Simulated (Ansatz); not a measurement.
# Relaxing random alloy of the bcc Mo-W line, x = 0.7407 (54 atoms)

Wanted: the relaxed structure of random alloy of the bcc Mo-W line, x = 0.7407 (54 atoms) and its electronic structure.

Calculated with Ansatz 0.2.0; Kohn-Sham DFT, PBE, PAW (set soft_2), plane waves.

## Step 1: The starting structure

The cell holds 54 atoms: 14 Mo and 40 W. Cell: a = 9.536 Å, b = 9.536 Å, c = 9.536 Å, α = 90.0°, β = 90.0°, γ = 90.0°. It derives from Mo (bcc Mo-W) and W, repeated 3×3×3. Bcc Mo-W: 54 atoms, 40 of 54 Mo sites given to W at random, cell and internal coordinates interpolated linearly between the end members (Vegard's rule); not relaxed, displaced by a Gaussian of 0.02 Å. Lattice constants are starting values near those of PBE.

Before any run, some limits are plain. The host structure and its lattice constant were typed by rule, without a check against the phase diagram. Spin–orbit coupling is left out, which matters for the levels of the heavy elements.

## Step 2: Single point at the start

A single point comes first, to see the forces before anything moves.

input.yaml

```yaml
crystal:
  lattice:
    - [9.53625, 0.0, 0.0]
    - [0.0, 9.53625, 0.0]
    - [0.0, 0.0, 9.53625]
  atoms:
    - { symbol: Mo, position: [0.00341, 0.99872, 0.99889] }
    - { symbol: W, position: [0.16442, 0.16848, 0.16184] }
    - { symbol: Mo, position: [0.00366, 0.9984, 0.334] }
    - { symbol: Mo, position: [0.16614, 0.16973, 0.49568] }
    - { symbol: Mo, position: [0.99932, 0.99919, 0.66904] }
    - { symbol: W, position: [0.16436, 0.16631, 0.83149] }
    - { symbol: Mo, position: [9.0e-05, 0.33456, 0.99769] }
    - { symbol: W, position: [0.16907, 0.50189, 0.16772] }
    - { symbol: W, position: [0.00189, 0.3319, 0.33308] }
    - { symbol: W, position: [0.1647, 0.49944, 0.50111] }
    - { symbol: W, position: [0.99855, 0.3325, 0.66523] }
    - { symbol: W, position: [0.16489, 0.49859, 0.83331] }
    - { symbol: W, position: [0.99766, 0.66716, 0.00348] }
    - { symbol: W, position: [0.16822, 0.83293, 0.16481] }
    - { symbol: W, position: [0.99843, 0.67022, 0.33344] }
    - { symbol: Mo, position: [0.16533, 0.83373, 0.5044] }
    - { symbol: W, position: [0.00025, 0.66796, 0.6673] }
    - { symbol: W, position: [0.16593, 0.83094, 0.8326] }
    - { symbol: Mo, position: [0.3329, 0.00123, 0.00176] }
    - { symbol: W, position: [0.50195, 0.16727, 0.16852] }
    - { symbol: W, position: [0.33175, 0.00263, 0.33441] }
    - { symbol: W, position: [0.49937, 0.16769, 0.49984] }
    - { symbol: W, position: [0.33571, 0.00319, 0.67125] }
    - { symbol: W, position: [0.49707, 0.16364, 0.83228] }
    - { symbol: Mo, position: [0.33367, 0.33517, 0.00066] }
    - { symbol: Mo, position: [0.49576, 0.49936, 0.1684] }
    - { symbol: Mo, position: [0.33382, 0.33493, 0.33287] }
    - { symbol: W, position: [0.49958, 0.50039, 0.50086] }
    - { symbol: W, position: [0.33375, 0.33358, 0.66526] }
    - { symbol: Mo, position: [0.50079, 0.50026, 0.8357] }
    - { symbol: Mo, position: [0.33585, 0.66705, 0.99921] }
    - { symbol: W, position: [0.49866, 0.83422, 0.16683] }
    - { symbol: W, position: [0.33261, 0.66676, 0.33203] }
    - { symbol: W, position: [0.50146, 0.8324, 0.50257] }
    - { symbol: Mo, position: [0.33418, 0.66791, 0.66437] }
    - { symbol: W, position: [0.50036, 0.83489, 0.83133] }
    - { symbol: W, position: [0.66611, 7.0e-05, 0.99712] }
    - { symbol: W, position: [0.83399, 0.16844, 0.16486] }
    - { symbol: W, position: [0.6674, 0.99725, 0.33325] }
    - { symbol: W, position: [0.82994, 0.16902, 0.50086] }
    - { symbol: W, position: [0.66662, 0.99837, 0.66934] }
    - { symbol: Mo, position: [0.83746, 0.16277, 0.83593] }
    - { symbol: W, position: [0.67008, 0.33404, 0.99748] }
    - { symbol: W, position: [0.83514, 0.49962, 0.1654] }
    - { symbol: W, position: [0.66409, 0.33449, 0.335] }
    - { symbol: W, position: [0.83203, 0.50109, 0.4976] }
    - { symbol: W, position: [0.66835, 0.33343, 0.66628] }
    - { symbol: W, position: [0.83312, 0.50182, 0.83491] }
    - { symbol: W, position: [0.66778, 0.66696, 0.00016] }
    - { symbol: W, position: [0.83463, 0.83382, 0.1681] }
    - { symbol: W, position: [0.66602, 0.66156, 0.33551] }
    - { symbol: W, position: [0.83792, 0.83426, 0.49979] }
    - { symbol: W, position: [0.66638, 0.66642, 0.6667] }
    - { symbol: W, position: [0.83098, 0.83225, 0.83124] }
kpoints:
  mp_grid: { grid: [2, 2, 2] }
hamiltonian:
  xc: pbe
scf:
  occupations: { method: fermi_dirac, width: 0.1 }
output:
  forces: true
```

On the command line:

```sh
ansatz run input.yaml --threads 10 --pin off --max-ram 102400MiB --backend cuda --events-out ev --progress --plain --runs-dir out
```

Numbers of over 12 decimals in the logs are rounded to 6 here.

The log of the run:

```text
Engine: ansatz 0.2.0, x86_64-unknown-linux-gnu
Pseudopotentials: kind: paw
Pseudopotential: Mo, paw, valence charge 14, recommended cutoff 420 eV (normal), Mo.paw.azcp
Pseudopotential: W, paw, valence charge 14, recommended cutoff 420 eV (normal), W.paw.azcp
Functional definition: PBE
  parameter kappa = 0.804
  parameter beta = 0.066725
  exchange = pbe_x(kappa = kappa, mu = beta*pi^2/3)
  correlation = pbe_c(beta = beta)
device memory: the entry about to start is reckoned to put 23.0 GiB on a device that reports 78.6 GiB free
GPU FFT provider: cuFFT
GPU libraries: cuBLAS 13.8.2, cuFFT 12.4.0, cuSOLVER 12.3.4
Crystal: 54 atoms, lattice volume = 867.227 Å³
Basis set: ecut = 420 eV, 16879 PW (Γ), exchange–correlation on 128×128×128 points (8 copies of the dense FFT grid, shifted against one another)
Bands: 454, of which v1, the nominal top of the filled ones, is band 378 counted from 1 (377 counted from 0)
Symmetry: 1 space group operations
Space group: P1 (ITA 1), of the structure as read, at distance tolerance 9.5e-5 Å
k-points: 8
Non-local potential: Mo, projectors of the file, l = 0: 3, l = 1: 2, l = 2: 2, l = 3: 1
Non-local potential: W, projectors of the file, l = 0: 3, l = 1: 2, l = 2: 2, l = 3: 1
PAW form: soft (Blöchl's): semilocal exchange-correlation on the pseudo side does not see the compensation charge
PAW one-centre angular grid: Mo, 590 points (default); XC on 64 Gauss nodes
PAW one-centre angular grid: W, 590 points (default); XC on 64 Gauss nodes
Initial density: superposition of atomic densities (neutral atoms: chi_scale 0, normalization atom), corrected by the library's trained network
Initial wavefunctions: pseudopotential atomic-orbital guess
GPU buffer pool allocated for 262144 grid points (all kernels)
GPU transforms: local potential and band sums: pruned to the plane-wave sphere, on 64×64×64
Functional: x = pbe(κ = 0.804, μ = 0.219515), c = pbe(β = 0.066725)
SCF iter   1: F=—  HF=-484778.038421 eV  |F-HF|=—  |Δ(HF+E_count)|=         —  Δρ=3.05e-3  dr2=3.10e-1  ethr=1.77e-3  ⟨swp⟩=4.1  Hψ=13241  notcnv=0
preconditioner: auto → Kerker (q_TF=auto, 2.667 Å⁻¹)  [metal: Δε(μ)=0.013 eV  Ē_g=4.823 eV  σ=0.100 eV  W_gap=0.03  n_scr=256 (ndim 8)  ℏωp=22.7 eV  f_vac=0.000  D(μ)=23.30/eV (n_scr^D=170)]
SCF iter   2: F=—  HF=-484778.020022 eV  |F-HF|=—  |Δ(HF+E_count)|=   1.84e-2  Δρ=1.71e-3  dr2=1.07e-1  ethr=4.11e-5  ⟨swp⟩=1.0  Hψ=4184  notcnv=0
SCF iter   3: F=—  HF=-484778.017956 eV  |F-HF|=—  |Δ(HF+E_count)|=   2.07e-3  Δρ=2.05e-4  dr2=1.18e-3  ethr=1.42e-5  ⟨swp⟩=2.0  Hψ=3739  notcnv=0
SCF iter   4: F=—  HF=-484778.013654 eV  |F-HF|=—  |Δ(HF+E_count)|=   4.30e-3  Δρ=5.07e-5  dr2=1.76e-4  ethr=1.56e-7  ⟨swp⟩=2.0  Hψ=4923  notcnv=0
SCF iter   5: F=—  HF=-484778.013634 eV  |F-HF|=—  |Δ(HF+E_count)|=   1.97e-5  Δρ=1.62e-5  dr2=4.39e-6  ethr=2.33e-8  ⟨swp⟩=2.0  Hψ=3809  notcnv=0
SCF iter   6: F=—  HF=-484778.019630 eV  |F-HF|=—  |Δ(HF+E_count)|=   6.00e-3  Δρ=3.42e-6  dr2=1.85e-7  ethr=5.81e-10  ⟨swp⟩=2.0  Hψ=5039  notcnv=0
SCF iter   7: F=-484778.019630 eV  HF=-484778.019630 eV  |F-HF|=2.15e-9  |Δ(HF+E_count)|=   1.99e-8  Δρ=5.33e-7  dr2=3.28e-9  ethr=1.32e-11  ⟨swp⟩=4.0  Hψ=10161  notcnv=0
SCF 1 converged in 7 iterations: F = -484778.019630 eV  dr2 = 3.28e-9
  greatest PAW one-centre occupation: 1.000 electrons in one spin orbital (limit 2), on the W atom at site 11 (counted from 0), in its partial waves of l = 0
SCF converged after 7 iterations
Free energy (F): -484778.019630 eV
Harris-Foulkes:  -484778.019630 eV  (|F-HF|=2.15e-9)
Internal energy: -484777.229828 eV  (E = F + TS)
E sigma→0 (E₀):  -484777.624729 eV
Entropy (-TS):   -0.789801 eV (-14.626 meV/atom)
Fermi energy:    21.807406 eV
--- Per-component energies (eV) ---
  E_band       = -4325.289645
  E_kinetic    = 24144.361671
  E_local      = -35589.653672  (includes V_loc(G=0)·N_el)
  E_nonlocal   = 2008.026099
  E_hartree    = 12434.353261
  E_xc         = -13240.832729
  E_vxc        = -12750.517009  (∫ρ·V_xc dr)
  E_paw        = -387311.342481  (= ΣΔE_a)
  E_vpaw       = -7006.211699  (= ΣTr[D̂ρ^β])
  E_aug_tail   = -0.001891  (compensation charges beyond the density's cutoff)
  E_ewald      = -87222.140086
  E_smearing   = -0.789801  (= −TS)
  E_closure    = -0.000000  (closes the sum)
  Σ components = -484778.019630   (vs F -484778.019630, Δ=0.00e0)
--- Forces (eV/Å), atoms counted from 1 ---
  atom   1  Mo    -0.48377006     0.10999841     0.21397953
  atom   2  W      0.45084807    -0.16931116     0.44809818
  atom   3  Mo    -0.46461577     0.42786888    -0.11824296
  atom   4  Mo     0.03771121    -0.49099948     0.50849790
  atom   5  Mo     0.22345899     0.19538884    -0.34873216
  atom   6  W      0.37517545     0.08795373     0.10292578
  atom   7  Mo     0.18455753    -0.12716526     0.28075434
  atom   8  W     -0.41852309    -0.20105881    -0.15215307
  atom   9  W     -0.36400375     0.30548486    -0.21102077
  atom  10  W      0.27175115     0.25816847    -0.18175932
  atom  11  W      0.17278521     0.15533819     0.16857265
  atom  12  W      0.28535491     0.20569659     0.01188256
  atom  13  W      0.58750235    -0.02471776    -0.56946491
  atom  14  W     -0.07743994     0.22087590     0.31500287
[...]
atom  53  W      0.10634113    -0.04507345     0.04730780
  atom  54  W      0.39942099     0.08707174     0.44131362
  max |Σ_I F_I| component: 2.70e-6 eV/Å
```

Elapsed: 3.6 s, on 1 × NVIDIA H100 80GB HBM3 with 10 threads of AMD EPYC 7R13 (Zen 3), shared host; peak memory 1.3 GiB; 5.4 s of CPU time.

The column dr2 measures how far the density is from self-consistency, as an energy; F and HF (Harris–Foulkes) agree once it is small.

That memory is the host's; the program planned up to 23 GiB on the GPU.

Read from the output:

| Property | Result |
| --- | --- |
| free energy | -484778.0196 eV |
| free energy per atom | -8977.3707 eV/atom |
| SCF cycles | 7 |
| r.m.s. force component | 0.3291 eV/Å |
| longest force | 1.119 eV/Å |
| Fermi energy | 21.81 eV |

The r.m.s. force component of 0.33 eV/Å sets the starting point.

Length of the force by element:

| element | coordination | atoms | mean length of the force (eV/Å) | spread | least | most |
| --- | --- | --- | --- | --- | --- | --- |
| Mo | all | 14 | 0.514 | 0.225 | 0.200 | 0.960 |
| W | all | 40 | 0.528 | 0.222 | 0.125 | 1.12 |

## Step 3: Cell and atoms relaxed

Cell and atoms are freed together, to release stress as well as forces.

input.yaml, as its differences from that of step 2:

```diff
@@ -15 +15,5 @@
   forces: true
+relax:
+  f_tol: 0.04
+  max_steps: 150
+  cell: {}
```

The log of the run:

```text
[...]
GPU FFT provider: cuFFT
GPU libraries: cuBLAS 13.8.2, cuFFT 12.4.0, cuSOLVER 12.3.4
Crystal: 54 atoms, lattice volume = 867.227 Å³
Basis set: ecut = 420 eV, 16879 PW (Γ), exchange–correlation on 128×128×128 points (8 copies of the dense FFT grid, shifted against one another)
Bands: 454, of which v1, the nominal top of the filled ones, is band 378 counted from 1 (377 counted from 0)
Symmetry: 1 space group operations
[...]
k-points: 8
[...]
GPU buffer pool allocated for 262144 grid points (all kernels)
[...]
SCF iter   1: F=—  HF=-484778.038422 eV  |F-HF|=—  |Δ(HF+E_count)|=         —  Δρ=3.05e-3  dr2=3.10e-1  ethr=1.77e-3  ⟨swp⟩=4.1  Hψ=13241  notcnv=0
[...]
SCF iter   7: F=-484778.019630 eV  HF=-484778.019630 eV  |F-HF|=1.98e-9  |Δ(HF+E_count)|=   2.00e-8  Δρ=5.33e-7  dr2=3.32e-9  ethr=1.32e-11  ⟨swp⟩=4.0  Hψ=10145  notcnv=0
SCF 1 converged in 7 iterations: F = -484778.019630 eV  dr2 = 3.32e-9
[...]
relax step   1: F+E_penalty+E_count = -484778.01962981 eV  Δ(F+E_penalty+E_count) = +0.000e0 eV  max|allowed force component| = 8.365e-1 eV/Å  Δτ_max = 0.0000 Å  P = -0.164 GPa  Ω = 867.227 Å³  (7 SCF iters, dr2 threshold 1.00e-7 eV, accepted)
[...]
relax step   2: F+E_penalty+E_count = -484776.28115599 eV  Δ(F+E_penalty+E_count) = +1.738e0 eV  max|allowed force component| = 1.667e0 eV/Å  Δτ_max = 0.1915 Å  P = +3.477 GPa  Ω = 858.657 Å³  energy of the carried Pulay correction = +3.644e-3 eV  (6 SCF iters, dr2 threshold 5.40e-6 eV, rejected (line search))
[...]
relax step   3: F+E_penalty+E_count = -484778.47401905 eV  Δ(F+E_penalty+E_count) = -4.544e-1 eV  max|allowed force component| = 3.248e-2 eV/Å  Δτ_max = 0.0584 Å  P = +0.160 GPa  Ω = 865.559 Å³  energy of the carried Pulay correction = +7.065e-4 eV  (9 SCF iters, accepted)
[...]
relax step   4: F+E_penalty+E_count = -484778.47437432 eV  Δ(F+E_penalty+E_count) = -3.553e-4 eV  max|allowed force component| = 1.601e-3 eV/Å  Δτ_max = 0.0018 Å  P = -0.009 GPa  Ω = 866.057 Å³  energy of the carried Pulay correction = +4.952e-4 eV  (6 SCF iters, dr2 threshold 1.16e-7 eV, accepted)
[...]
relax step   5: F+E_penalty+E_count = -484778.47437432 eV  Δ(F+E_penalty+E_count) = +5.821e-11 eV  max|allowed force component| = 1.601e-3 eV/Å  Δτ_max = 0.0000 Å  P = -0.009 GPa  Ω = 866.057 Å³  stress off target by 3.77e-2 GPa  SCF on the basis re-selected at this cell (its energy is not comparable with the rows above)  (7 SCF iters)
basis re-selected at this cell: Δ(F+E_penalty+E_count) = +5.821e-11 eV, ΔP = -0.000 GPa vs the last step (what re-selecting the basis moved, of the pressure what is left beyond the Pulay correction that the steps carried, after the strain that the cell walked since its last selection, [...]
SCF converged after 7 iterations
Free energy (F): -484778.474374 eV
[...]
Internal energy: -484777.692903 eV  (E = F + TS)
E sigma→0 (E₀):  -484778.083639 eV
Entropy (-TS):   -0.781472 eV (-14.472 meV/atom)
Fermi energy:    21.844285 eV
[...]
--- Forces (eV/Å), atoms counted from 1 ---
  atom   1  Mo    -0.00036664     0.00039230     0.00106912
  atom   2  W      0.00067098     0.00020484    -0.00025467
  atom   3  Mo     0.00013879    -0.00014577    -0.00076652
  atom   4  Mo    -0.00002992    -0.00040236    -0.00018412
  atom   5  Mo     0.00013497     0.00007171    -0.00016743
  atom   6  W      0.00012084    -0.00015077     0.00099444
  atom   7  Mo    -0.00051490    -0.00045013    -0.00015521
  atom   8  W      0.00103843    -0.00014989    -0.00043179
  atom   9  W     -0.00003812    -0.00073769     0.00013060
  atom  10  W      0.00050313     0.00087716     0.00010700
  atom  11  W     -0.00062672    -0.00050549    -0.00016059
  atom  12  W      0.00160111     0.00051851     0.00040492
  atom  13  W     -0.00024825    -0.00021678    -0.00002519
  atom  14  W      0.00010769     0.00051456    -0.00048319
[...]
atom  53  W     -0.00068768    -0.00036847     0.00024845
  atom  54  W      0.00094355     0.00104890    -0.00017760
  max |Σ_I F_I| component: 8.42e-8 eV/Å
--- Stress (GPa, compression-positive) ---
       -0.025559      -0.012738       0.006397
       -0.012738      -0.022650       0.002652
        0.006397       0.002652       0.021456
  P = ⅓ Tr σ = -0.0089 GPa (-0.089 kbar)
--- Band table (eV; the first three rows and the last of 8) ---
[...]
--- Relaxed structure (4 steps of the walk, 3 accepted, 1 SCFs on fresh bases) ---
  F+E_penalty+E_count = -484778.47437432 eV   max|allowed force component| = 1.601e-3 eV/Å   (the final SCF, on the basis selected at the relaxed cell)
  cell:  # Å, volume = 866.0575 Å³
    - [9.533370, 0.000468855, -0.000283371]
    - [0.000468855, 9.531786, -0.000247439]
    - [-0.000283371, -0.000247439, 9.530726]
  atoms:
    - { symbol: Mo, position: [0.000282282, 1.000372, 0.999976] }
    - { symbol: W, position: [0.166797, 0.166924, 0.166450] }
    - { symbol: Mo, position: [0.000452858, 1.000303, 0.333318] }
    - { symbol: Mo, position: [0.166700, 0.166780, 0.500053] }
[...]
- { symbol: W, position: [0.833675, 0.833783, 0.833338] }
```

The job ended after 8.7 s (1 × NVIDIA H100 80GB HBM3 with 10 threads; peak memory 1.4 GiB).

That memory is the host's; the program planned up to 23 GiB on the GPU.

The program notes that the band table was not solved further than the SCF left it.

Relaxation path:

| step | energy less that of the first step (eV) | largest force component (eV/Å) | pressure (GPa) | volume (Å³) |
| --- | --- | --- | --- | --- |
| 1 | 0.0000 | 0.8365 | -0.16 | 867.23 |
| 2 | 1.7385 | 1.6673 | 3.48 | 858.66 |
| 3 | -0.4544 | 0.0325 | 0.16 | 865.56 |
| 4 | -0.4547 | 0.0016 | -0.01 | 866.06 |
| 5* | -0.4547 | 0.0016 | -0.01 | 866.06 |

Relaxation steps marked * repeat the geometry before them on a plane-wave basis chosen anew for their cell, so energy and pressure can jump there. Relaxation step 2 was tried and not accepted.

| cell as run | before | after | change |
| --- | --- | --- | --- |
| a (Å) | 9.536 | 9.533 | -0.0 % |
| b (Å) | 9.536 | 9.532 | -0.0 % |
| c (Å) | 9.536 | 9.531 | -0.1 % |
| volume (Å³/atom) | 16.06 | 16.04 | -0.1 % |

The atoms that moved most (Å, as changes of fractional coordinates times the final cell):

| atom | dx | dy | dz | length |
| --- | --- | --- | --- | --- |
| Mo42 | -0.037 | 0.039 | -0.024 | 0.059 |
| W23 | -0.026 | -0.028 | -0.044 | 0.059 |
| W51 | 0.005 | 0.050 | -0.022 | 0.055 |
| W2 | 0.023 | -0.015 | 0.044 | 0.052 |
| Mo4 | 0.005 | -0.028 | 0.042 | 0.051 |
| W40 | 0.036 | -0.023 | -0.007 | 0.043 |
| Mo26 | 0.039 | 0.007 | -0.017 | 0.043 |
| Mo16 | 0.013 | -0.001 | -0.041 | 0.043 |

The relaxation changed the energy by -8.42 meV/atom, and atoms moved by 0.031 Å r.m.s., 0.059 Å at most.

## Step 4: Distances and neighbours after relaxation

Density 16.7 g/cm³, 16.04 Å³ an atom.

g(r), total and by pair (bins of 0.2 Å):

| r (Å) | total | W-W | W-Mo | Mo-Mo |
| --- | --- | --- | --- | --- |
| 2.70 | 6.70 | 6.65 | 6.65 | 6.95 |
| 2.90 | 0.00 | 0.00 | 0.00 | 0.00 |
| 3.10 | 3.80 | 3.89 | 3.54 | 4.54 |
| 3.30 | 0.00 | 0.00 | 0.00 | 0.00 |
| 3.50 | 0.00 | 0.00 | 0.00 | 0.00 |
| 3.70 | 0.00 | 0.00 | 0.00 | 0.00 |
| 3.90 | 0.00 | 0.00 | 0.00 | 0.00 |
| 4.10 | 0.00 | 0.00 | 0.00 | 0.00 |
| 4.30 | 0.00 | 0.00 | 0.00 | 0.00 |
| 4.50 | 3.82 | 3.74 | 4.06 | 3.16 |
| 4.70 | 0.00 | 0.00 | 0.00 | 0.00 |
| 4.90 | 0.00 | 0.00 | 0.00 | 0.00 |
| 5.10 | 0.00 | 0.00 | 0.00 | 0.00 |
| 5.30 | 5.50 | 5.40 | 5.85 | 4.55 |
| 5.50 | 1.68 | 1.69 | 1.66 | 1.73 |
| 5.70 | 0.00 | 0.00 | 0.00 | 0.00 |
| 5.90 | 0.00 | 0.00 | 0.00 | 0.00 |
| 6.10 | 0.00 | 0.00 | 0.00 | 0.00 |
| 6.30 | 0.94 | 0.96 | 0.88 | 1.12 |
| 6.50 | 0.00 | 0.00 | 0.00 | 0.00 |
| 6.70 | 0.00 | 0.00 | 0.00 | 0.00 |
| 6.90 | 3.19 | 3.16 | 3.29 | 2.94 |
| 7.10 | 3.02 | 2.96 | 3.20 | 2.50 |
| 7.30 | 0.00 | 0.00 | 0.00 | 0.00 |
| 7.50 | 0.00 | 0.00 | 0.00 | 0.00 |
| 7.70 | 2.54 | 2.54 | 2.50 | 2.62 |
| 7.90 | 0.00 | 0.00 | 0.00 | 0.00 |

[end of part 1 of 2]

[Logs are printed without paths, hosts, clocks, repeated set-up lines and the standing remarks that a program may print on its own settings, such as how far it seeks lower states.]

[Hosts, paths, dates, database ids (printed as entryN), source tags and the programs' standing remarks are cut or masked in the printed files.]
